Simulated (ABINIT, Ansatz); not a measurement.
## How the form of the self-energy moves the gap of SrTiO3 (Tausonite)

Wanted: the gap of SrTiO3 (Tausonite) under several approximations, with cost.

Calculated with ABINIT 10.8.3; PBE and many-body steps on it, plane waves.

**What was measured.**

- Gap 3.77 eV: direct gap (M0 critical point); spectroscopic ellipsometry, second-derivative fit; 300 K; bulk crystal (commercial single crystal) (“Optical probe of ferroelectric order in bulk and thin film perovskite titanates”, 2013, arxiv:1309.1245).

## 1. The starting structure

Symmetry: Pm-3m, No. 221, cubic system. The conventional cell has a = 3.905 Å, b = 3.905 Å, c = 3.905 Å, α = 90.00°, β = 90.00°, γ = 90.00°. Nearest to Sr lie 12 O at 2.76 Å. Nearest to Ti lie 6 O at 1.95 Å. O has 2 Ti at 1.95 Å and 4 Sr at 2.76 Å nearest. Farther neighbours and most contacts between anions are not listed.

Coordinates:

```cif
data_structure
_symmetry_space_group_name_H-M 'P 1'
_symmetry_Int_Tables_number 1
_cell_length_a 3.9053
_cell_length_b 3.9053
_cell_length_c 3.9053
_cell_angle_alpha 90.000
_cell_angle_beta 90.000
_cell_angle_gamma 90.000
_cell_volume 59.56
loop_
_atom_site_label
_atom_site_type_symbol
_atom_site_fract_x
_atom_site_fract_y
_atom_site_fract_z
_atom_site_occupancy
Sr1 Sr 0.50000 0.50000 0.50000 1
Ti2 Ti 0.00000 0.00000 0.00000 1
O3 O 0.50000 0.00000 0.00000 1
O4 O 0.00000 0.50000 0.00000 1
O5 O 0.00000 0.00000 0.50000 1
```

The cell and positions come from the Crystallography Open Database and are kept as given unless a step says otherwise.

## 2. Empty states on the mesh, 4×4×4 mesh, 562 bands

This step: ABINIT 10.8.3; DFT, PBE, plane waves, norm-conserving pseudopotentials.

The sums over transitions need many empty states on a uniform mesh; this step solves for them.

run.abi

```
acell 3*1.0 Angstrom
rprim 
  3.905280000000 0.000000000000 0.000000000000
  0.000000000000 3.905280000000 0.000000000000
  0.000000000000 0.000000000000 3.905280000000
ntypat 3
znucl 38 22 8
natom 5
typat 1 2 3 3 3
xred 
  0.500000000000 0.500000000000 0.500000000000
  0.000000000000 0.000000000000 0.000000000000
  0.500000000000 0.000000000000 0.000000000000
  0.000000000000 0.500000000000 0.000000000000
  0.000000000000 0.000000000000 0.500000000000
pp_dirpath "pseudos"
pseudos "Sr.upf, Ti.upf, O.upf"
ecut 38
ngkpt 4 4 4
nshiftk 1
shiftk 0 0 0
kptopt 1
chksymbreak 0
irdden 1
istwfk *1
nband 562
prtvol 0
optdriver 6
gwr_task "HDIAGO"
paral_kgb 0
occopt 1
indata_prefix "in"
outdata_prefix "out"
tmpdata_prefix "tmp"
```

Command:

```bash
OMP_NUM_THREADS=1 mpirun -n 8 abinit run.abi > log
```

The program printed:

```text
.Version 10.8.3 of ABINIT. v10.8.2 released Aug 2026.

 Symmetries : space group Pm -3 m (#221); Bravais cP (primitive cubic)
[... echo of the input left out ...]
== DATASET  1 ==================================================================
-   mpi_nproc: 8, omp_nthreads: 1 (-1 if OMP is not activated)

--- !DatasetInfo
iteration_state: {dtset: 1, }
dimensions: {natom: 5, nkpt: 10, mband: 562, nsppol: 1, nspinor: 1, nspden: 1, mpw: 4632, }
cutoff_energies: {ecut:  38.0, pawecutdg:  -1.0, }
[...]
Indirect band gap semiconductor
 Fundamental gap:     1.908 (eV)
   VBM:     6.925 (eV) at k: [ 5.0000E-01,  5.0000E-01,  5.0000E-01]
   CBM:     8.833 (eV) at k: [ 0.0000E+00,  0.0000E+00,  0.0000E+00]
 Direct gap:         2.263 (eV) at k: [ 0.0000E+00,  0.0000E+00,  0.0000E+00]

== END DATASET(S) ==============================================================
================================================================================

 -outvars: echo values of variables after computation  --------
           etotal      0.0000000000E+00
            nband         562
             nkpt          10
          spgroup         221
 [... the other variables as echoed above ...]

 Calculation completed.
```

Elapsed: 3.5 min, on 8 MPI ranks of Arm Neoverse N1, shared host; peak memory 9.4 GiB; 28 min of CPU time.

This step gave:

| Item | Value |
| --- | --- |
| gap | 1.908 eV |
| k of the valence top | 0.5, 0.5, 0.5 |
| k of the conduction bottom | 0, 0, 0 |
| least direct gap | 2.263 eV |
| k points computed | 10 |
| lowest point of the top converged band, above the valence top | 233.8938 eV |

On this mesh the gap is 1.908 eV.

The density comes from a self-consistent run that is not shown.

## 3. Screening, 4×4×4 mesh, 238 bands, screening to 212.2 eV

The RPA dielectric matrix is built and inverted for each q.

This step: RPA screening on PBE, plane waves, norm-conserving pseudopotentials.

Changes to run.abi since step 2:

```diff
@@ -23,10 +23,11 @@
 chksymbreak 0
-irdden 1
 istwfk *1
-nband 562
-prtvol 0
-optdriver 6
-gwr_task "HDIAGO"
-paral_kgb 0
 occopt 1
+irdwfk 1
+optdriver 3
+nband 238
+ecuteps 7.8
+inclvkb 2
+awtr 1
+symchi 1
 indata_prefix "in"
```

The program printed:

```text
.Version 10.8.3 of ABINIT. v10.8.2 released Aug 2026.

 Symmetries : space group Pm -3 m (#221); Bravais cP (primitive cubic)
[... echo of the input left out ...]
== DATASET  1 ==================================================================
-   mpi_nproc: 8, omp_nthreads: 1 (-1 if OMP is not activated)

--- !DatasetInfo
iteration_state: {dtset: 1, }
dimensions: {natom: 5, nkpt: 10, mband: 238, nsppol: 1, nspinor: 1, nspden: 1, mpw: 4632, }
cutoff_energies: {ecut:  38.0, pawecutdg:  -1.0, }
electrons: {nelect:   4.00000000E+01, charge:   0.00000000E+00, occopt:   1.00000000E+00, tsmear:   1.00000000E-02, }

 SCREENING: Calculation of the susceptibility and dielectric matrices

 Based on a program developped by R.W. Godby, V. Olevano, G. Onida, and L. Reining.
 Incorporated in ABINIT by V. Olevano, G.-M. Rignanese, and M. Torrent.
.Using double precision arithmetic ; gwpc =  8

[... cell and pseudopotentials left out ...]
--------------------------------------------------------------------------------

 ==== K-mesh for the wavefunctions ====
 Number of points in the irreducible wedge :    10
[... list of points left out ...]
 Together with 48 symmetry operations and time-reversal symmetry
 yields    64 points in the full Brillouin Zone.

 ==== Q-mesh for the screening function ====
 Number of points in the irreducible wedge :    10
[... list of points left out ...]
 Together with 48 symmetry operations and time-reversal symmetry
 yields    64 points in the full Brillouin Zone.

 setmesh: FFT mesh size selected  =    30x   30x   30
          total number of points  =        27000

 vcoul_init : cutoff-mode = AUXILIARY_FUNCTION
 q-points for optical limit:   1
     1)      0.000010    0.000020    0.000030

- screening: taking advantage of time-reversal symmetry
- Maximum band index for partially occupied states nbvw = 20
- Remaining bands to be divided among processors   nbcw = 218
- Number of bands treated by each node ~27

 Number of electrons calculated from density =   40.0000; Expected =   40.0000
 average of density, n =  0.099519
 r_s =    1.3387
 omega_plasma =   30.4305 [eV]

 calculating chi0 at frequencies [eV] :
  1    0.000000E+00    0.000000E+00
  2    0.000000E+00    3.043050E+01

--------------------------------------------------------------------------------
  q-point number  1        q = ( 0.000000, 0.000000, 0.000000) [r.l.u.]
--------------------------------------------------------------------------------
[... chi0 elements left out ...]
 For q-point:  0.000010 0.000020 0.000030
  dielectric constant =   6.3893
  dielectric constant without local fields =   6.7766

  Average fulfillment of the sum rule on Im[epsilon] for q-point    1 :     78.78  [%]
[... wings left out ...]
  q-point number  2        q = ( 0.250000, 0.000000, 0.000000) [r.l.u.]
--------------------------------------------------------------------------------
[... chi0 elements left out ...]
  Average fulfillment of the sum rule on Im[epsilon] for q-point    2 :     85.50  [%]

 [... 8 further q-points ...]
```

Elapsed: 4.7 min, on 8 MPI ranks; peak memory 2.8 GiB.

This step gave:

```
ε∞ with local fields, on this mesh, along the program's q direction : 6.389
the same without local fields                                       : 6.777
plasma frequency                                                    : 30.43 eV
plane waves in the screening matrix                                 : 437
```

Local fields lower ε∞ by 6 %. On a Γ-centred mesh this coarse the value itself is usually too large, while a short band sum pulls it down.

## 4. G0W0, Godby-Needs plasmon pole

The self-energy is evaluated for the states that the input lists, and the levels follow from it, in one-shot runs by the linearised quasiparticle equation.

This step: G0W0 on PBE, plane waves, norm-conserving pseudopotentials.

Changes to run.abi since step 3:

```diff
@@ -26,8 +26,17 @@
 irdwfk 1
-optdriver 3
+optdriver 4
 nband 238
+gwcalctyp 0
+ecutsigx 38
+symsigma 1
+nkptgw 2
+kptgw 
+  0.5000000000 0.5000000000 0.5000000000
+  0.0000000000 0.0000000000 0.0000000000
+bdgw 
+  18 23
+  18 23
 ecuteps 7.8
-inclvkb 2
-awtr 1
-symchi 1
+irdscr 1
+ppmodel 1
 indata_prefix "in"
```

The program printed:

```text
.Version 10.8.3 of ABINIT. v10.8.2 released Aug 2026.

 Symmetries : space group Pm -3 m (#221); Bravais cP (primitive cubic)
[... echo of the input left out ...]
== DATASET  1 ==================================================================
-   mpi_nproc: 8, omp_nthreads: 1 (-1 if OMP is not activated)

--- !DatasetInfo
iteration_state: {dtset: 1, }
dimensions: {natom: 5, nkpt: 10, mband: 238, nsppol: 1, nspinor: 1, nspden: 1, mpw: 4632, }
cutoff_energies: {ecut:  38.0, pawecutdg:  -1.0, }
electrons: {nelect:   4.00000000E+01, charge:   0.00000000E+00, occopt:   1.00000000E+00, tsmear:   1.00000000E-02, }

 SIGMA: Calculation of the GW corrections

 Based on a program developped by R.W. Godby, V. Olevano, G. Onida, and L. Reining.
 Incorporated in ABINIT by V. Olevano, G.-M. Rignanese, and M. Torrent.
.Using double precision arithmetic ; gwpc =  8

[... cell and pseudopotentials left out ...]
--------------------------------------------------------------------------------

 ==== K-mesh for the wavefunctions ====
 Number of points in the irreducible wedge :    10
[... list of points left out ...]
 Together with 48 symmetry operations and time-reversal symmetry
 yields    64 points in the full Brillouin Zone.

 ==== Q-mesh for screening function ====
 Number of points in the irreducible wedge :    10
[... list of points left out ...]
 Together with 48 symmetry operations and time-reversal symmetry
 yields    64 points in the full Brillouin Zone.

 vcoul_init : cutoff-mode = AUXILIARY_FUNCTION
 q-points for optical limit:   1
     1)      0.000010    0.000020    0.000030
 setmesh: FFT mesh size selected  =    45x   45x   45
          total number of points  =        91125

 Number of electrons calculated from density =   40.0000; Expected =   40.0000
 average of density, n =  0.099519
 r_s =    1.3387
 omega_plasma =   30.4305 [eV]

 === KS Band Gaps ===
  >>>> For spin  1
   Minimum direct gap =   2.2628 [eV], located at k-point      :   0.0000  0.0000  0.0000
   Fundamental gap    =   1.9077 [eV], Top of valence bands at :   0.5000  0.5000  0.5000
                                       Bottom of conduction at :   0.0000  0.0000  0.0000
 SIGMA fundamental parameters:
 PLASMON POLE MODEL  1
 number of plane-waves for SigmaX                 4457
 number of plane-waves for SigmaC and W            437
 number of plane-waves for wavefunctions          4457
 number of bands                                   238
 number of independent spin polarizations            1
 number of spinorial components                      1
 number of k-points in IBZ                          10
 number of q-points in IBZ                          10
 number of symmetry operations                      48
 number of k-points in BZ                           64
 number of q-points in BZ                           64
 number of frequencies for dSigma/dE                 9
 frequency step for dSigma/dE [eV]                0.25
 number of omega for Sigma on real axis              0
 max omega for Sigma on real axis  [eV]           0.00
 zcut for avoiding poles [eV]                     0.10

 EPSILON^-1 parameters (SCR file):
 dimension of the eps^-1 matrix on file            437
 dimension of the eps^-1 matrix used               437
 number of plane-waves for wavefunctions          4457
 number of bands                                   238
 number of q-points in IBZ                          10
 number of frequencies                               2
 number of real frequencies                          1
 number of imag frequencies                          1

 matrix elements of self-energy operator (all in [eV])

 Perturbative Calculation

--- !SelfEnergy_ee
iteration_state: {dtset: 1, }
kpoint     : [   0.500,    0.500,    0.500, ]
spin       : 1
KS_gap     :    4.517
QP_gap     :    6.373
Delta_QP_KS:    1.856
data: !SigmaeeData |
     Band     E0 <VxcDFT>   SigX SigC(E0)      Z dSigC/dE  Sig(E)    E-E0       E
       18   6.925 -20.195 -25.189   4.661   0.766  -0.306 -20.450  -0.255   6.670
       19   6.925 -20.195 -25.189   4.661   0.766  -0.306 -20.450  -0.255   6.670
       20   6.925 -20.195 -25.189   4.661   0.766  -0.306 -20.450  -0.255   6.670
       21  11.442 -21.983 -12.959  -6.859   0.739  -0.353 -20.383   1.601  13.043
       22  11.442 -21.983 -12.959  -6.859   0.739  -0.353 -20.383   1.601  13.043
       23  11.442 -21.983 -12.959  -6.859   0.739  -0.353 -20.383   1.601  13.043

--- !SelfEnergy_ee
iteration_state: {dtset: 1, }
kpoint     : [   0.000,    0.000,    0.000, ]
spin       : 1
KS_gap     :    2.263
QP_gap     :    3.854
Delta_QP_KS:    1.591
data: !SigmaeeData |
     Band     E0 <VxcDFT>   SigX SigC(E0)      Z dSigC/dE  Sig(E)    E-E0       E
[...]
21   8.833 -18.883 -11.450  -5.747   0.780  -0.282 -17.568   1.315  10.148
       22   8.833 -18.883 -11.450  -5.747   0.780  -0.282 -17.568   1.315  10.148
       23   8.833 -18.883 -11.450  -5.747   0.780  -0.282 -17.568   1.315  10.148

== END DATASET(S) ==============================================================
================================================================================

 -outvars: echo values of variables after computation  --------
           etotal      0.0000000000E+00
            nband         238
             nkpt          10
          spgroup         221
 [... the other variables as echoed above ...]

 Calculation completed.
```

Elapsed: 62 s, on 8 MPI ranks; peak memory 2.9 GiB.

This step gave:

```yaml
g0w0_gap_on_the_points_computed: 3.478 eV
starting_gap_on_the_mesh: 1.908 eV
k_of_the_valence_top: 0.5, 0.5, 0.5
k_of_the_conduction_bottom: 0, 0, 0
z_at_the_valence_top: 0.766
z_at_the_conduction_bottom: 0.78
least_direct_g0w0_gap_on_the_computed_points: 3.854 eV
```

The gap on the mesh goes from 1.91 eV to 3.48 eV, a correction of +1.57 eV.

## 5. G0W0, Engel-Farid plasmon pole

Changes to run.abi since step 4:

```diff
@@ -40,3 +40,3 @@
 irdscr 1
-ppmodel 1
+ppmodel 4
 indata_prefix "in"
```

The program printed:

```text
.Version 10.8.3 of ABINIT. v10.8.2 released Aug 2026.

 Symmetries : space group Pm -3 m (#221); Bravais cP (primitive cubic)
[... echo of the input left out ...]
== DATASET  1 ==================================================================
-   mpi_nproc: 8, omp_nthreads: 1 (-1 if OMP is not activated)

--- !DatasetInfo
iteration_state: {dtset: 1, }
dimensions: {natom: 5, nkpt: 10, mband: 238, nsppol: 1, nspinor: 1, nspden: 1, mpw: 4632, }
cutoff_energies: {ecut:  38.0, pawecutdg:  -1.0, }
electrons: {nelect:   4.00000000E+01, charge:   0.00000000E+00, occopt:   1.00000000E+00, tsmear:   1.00000000E-02, }

 SIGMA: Calculation of the GW corrections

 Based on a program developped by R.W. Godby, V. Olevano, G. Onida, and L. Reining.
 Incorporated in ABINIT by V. Olevano, G.-M. Rignanese, and M. Torrent.
.Using double precision arithmetic ; gwpc =  8

[... cell and pseudopotentials left out ...]
--------------------------------------------------------------------------------

 ==== K-mesh for the wavefunctions ====
 Number of points in the irreducible wedge :    10
[... list of points left out ...]
 Together with 48 symmetry operations and time-reversal symmetry
 yields    64 points in the full Brillouin Zone.

 ==== Q-mesh for screening function ====
 Number of points in the irreducible wedge :    10
[... list of points left out ...]
 Together with 48 symmetry operations and time-reversal symmetry
 yields    64 points in the full Brillouin Zone.

 vcoul_init : cutoff-mode = AUXILIARY_FUNCTION
 q-points for optical limit:   1
     1)      0.000010    0.000020    0.000030
 setmesh: FFT mesh size selected  =    45x   45x   45
          total number of points  =        91125

 Number of electrons calculated from density =   40.0000; Expected =   40.0000
[...]
number of omega for Sigma on real axis              0
 max omega for Sigma on real axis  [eV]           0.00
 zcut for avoiding poles [eV]                     0.10

 EPSILON^-1 parameters (SCR file):
 dimension of the eps^-1 matrix on file            437
 dimension of the eps^-1 matrix used               437
 number of plane-waves for wavefunctions          4457
 number of bands                                   238
 number of q-points in IBZ                          10
 number of frequencies                               2
 number of real frequencies                          1
 number of imag frequencies                          1

 matrix elements of self-energy operator (all in [eV])

 Perturbative Calculation

--- !SelfEnergy_ee
iteration_state: {dtset: 1, }
kpoint     : [   0.500,    0.500,    0.500, ]
spin       : 1
KS_gap     :    4.517
QP_gap     :    6.657
Delta_QP_KS:    2.140
data: !SigmaeeData |
     Band     E0 <VxcDFT>   SigX SigC(E0)      Z dSigC/dE  Sig(E)    E-E0       E
       18   6.925 -20.195 -25.189   4.371   0.781  -0.281 -20.681  -0.486   6.439
       19   6.925 -20.195 -25.189   4.371   0.781  -0.281 -20.681  -0.486   6.439
       20   6.925 -20.195 -25.189   4.371   0.781  -0.281 -20.681  -0.486   6.439
[...]
--- !SelfEnergy_ee
iteration_state: {dtset: 1, }
kpoint     : [   0.000,    0.000,    0.000, ]
spin       : 1
KS_gap     :    2.263
QP_gap     :    4.000
Delta_QP_KS:    1.737
data: !SigmaeeData |
     Band     E0 <VxcDFT>   SigX SigC(E0)      Z dSigC/dE  Sig(E)    E-E0       E
[...]
22   8.833 -18.883 -11.450  -5.916   0.803  -0.245 -17.664   1.219  10.052
       23   8.833 -18.883 -11.450  -5.916   0.803  -0.245 -17.664   1.219  10.052

== END DATASET(S) ==============================================================
================================================================================

 -outvars: echo values of variables after computation  --------
           etotal      0.0000000000E+00
            nband         238
             nkpt          10
          spgroup         221
 [... the other variables as echoed above ...]

 Calculation completed.
```

It took 28 s on 8 MPI ranks; peak memory 2.5 GiB; 3.8 min of CPU time.

This step gave:

```
G0W0 gap on the points computed              : 3.613 eV
starting gap on the mesh                     : 1.908 eV
k of the valence top                         : 0.5, 0.5, 0.5
k of the conduction bottom                   : 0, 0, 0
Z at the valence top                         : 0.781
Z at the conduction bottom                   : 0.803
least direct G0W0 gap on the computed points : 4 eV
```

Against G0W0 in ABINIT (4×4×4 mesh, 238 bands, screening to 212.2 eV, Godby-Needs plasmon pole), the gap moves by +0.135 eV.

## 6. G0W0, Hybertsen-Louie plasmon pole

Changes to run.abi since step 5:

```diff
@@ -40,3 +40,3 @@
 irdscr 1
-ppmodel 4
+ppmodel 2
 indata_prefix "in"
```

The program printed:

```text
.Version 10.8.3 of ABINIT. v10.8.2 released Aug 2026.

 Symmetries : space group Pm -3 m (#221); Bravais cP (primitive cubic)
[... echo of the input left out ...]
== DATASET  1 ==================================================================
-   mpi_nproc: 8, omp_nthreads: 1 (-1 if OMP is not activated)

--- !DatasetInfo
iteration_state: {dtset: 1, }
dimensions: {natom: 5, nkpt: 10, mband: 238, nsppol: 1, nspinor: 1, nspden: 1, mpw: 4632, }
cutoff_energies: {ecut:  38.0, pawecutdg:  -1.0, }
[...]
Band     E0 <VxcDFT>   SigX SigC(E0)      Z dSigC/dE  Sig(E)    E-E0       E
[...]
22   8.833 -18.883 -11.450  -5.709   0.849  -0.178 -17.419   1.464  10.297
       23   8.833 -18.883 -11.450  -5.709   0.849  -0.178 -17.419   1.464  10.297

== END DATASET(S) ==============================================================
================================================================================

 -outvars: echo values of variables after computation  --------
           etotal      0.0000000000E+00
            nband         238
             nkpt          10
          spgroup         221
 [... the other variables as echoed above ...]

 Calculation completed.
```

The job ended after 60 s (8 MPI ranks; peak memory 2.7 GiB).

This step gave:

```yaml
g0w0_gap_on_the_points_computed: 4.23 eV
starting_gap_on_the_mesh: 1.908 eV
k_of_the_valence_top: 0.5, 0.5, 0.5
k_of_the_conduction_bottom: 0, 0, 0
least_direct_g0w0_gap_on_the_computed_points: 4.571 eV
```

Against G0W0 in ABINIT (4×4×4 mesh, 238 bands, screening to 212.2 eV, Godby-Needs plasmon pole), the gap moves by +0.752 eV.

[end of part 1 of 2]

[Paths, hosts, dates, memory and timing lines, banners, echoed tables and standing remarks are left out of the program output.]

[Logs are printed without paths, hosts, clocks, repeated set-up lines and the standing remarks that a program may print on its own settings, such as how far it seeks lower states.]

[Runs of the session that timed out or met a known fault of the program may be left out.]

[No measured gap is set beside runs whose start may be inverted or whose files or cutoffs have a known fault.]

[Hosts, paths, dates, database ids (printed as entryN), source tags and the programs' standing remarks are cut or masked in the printed files.]

[G0W0 gaps are taken among the corrected bands and points alone; a level outside them can change the order at an edge.]

[Where Ansatz stands beside ABINIT at settings called matched, ABINIT's density can come from a denser mesh and the files from another edition; pairs whose starting gaps differed by over 0.03 eV were left out, so agreement reads better than it is.]
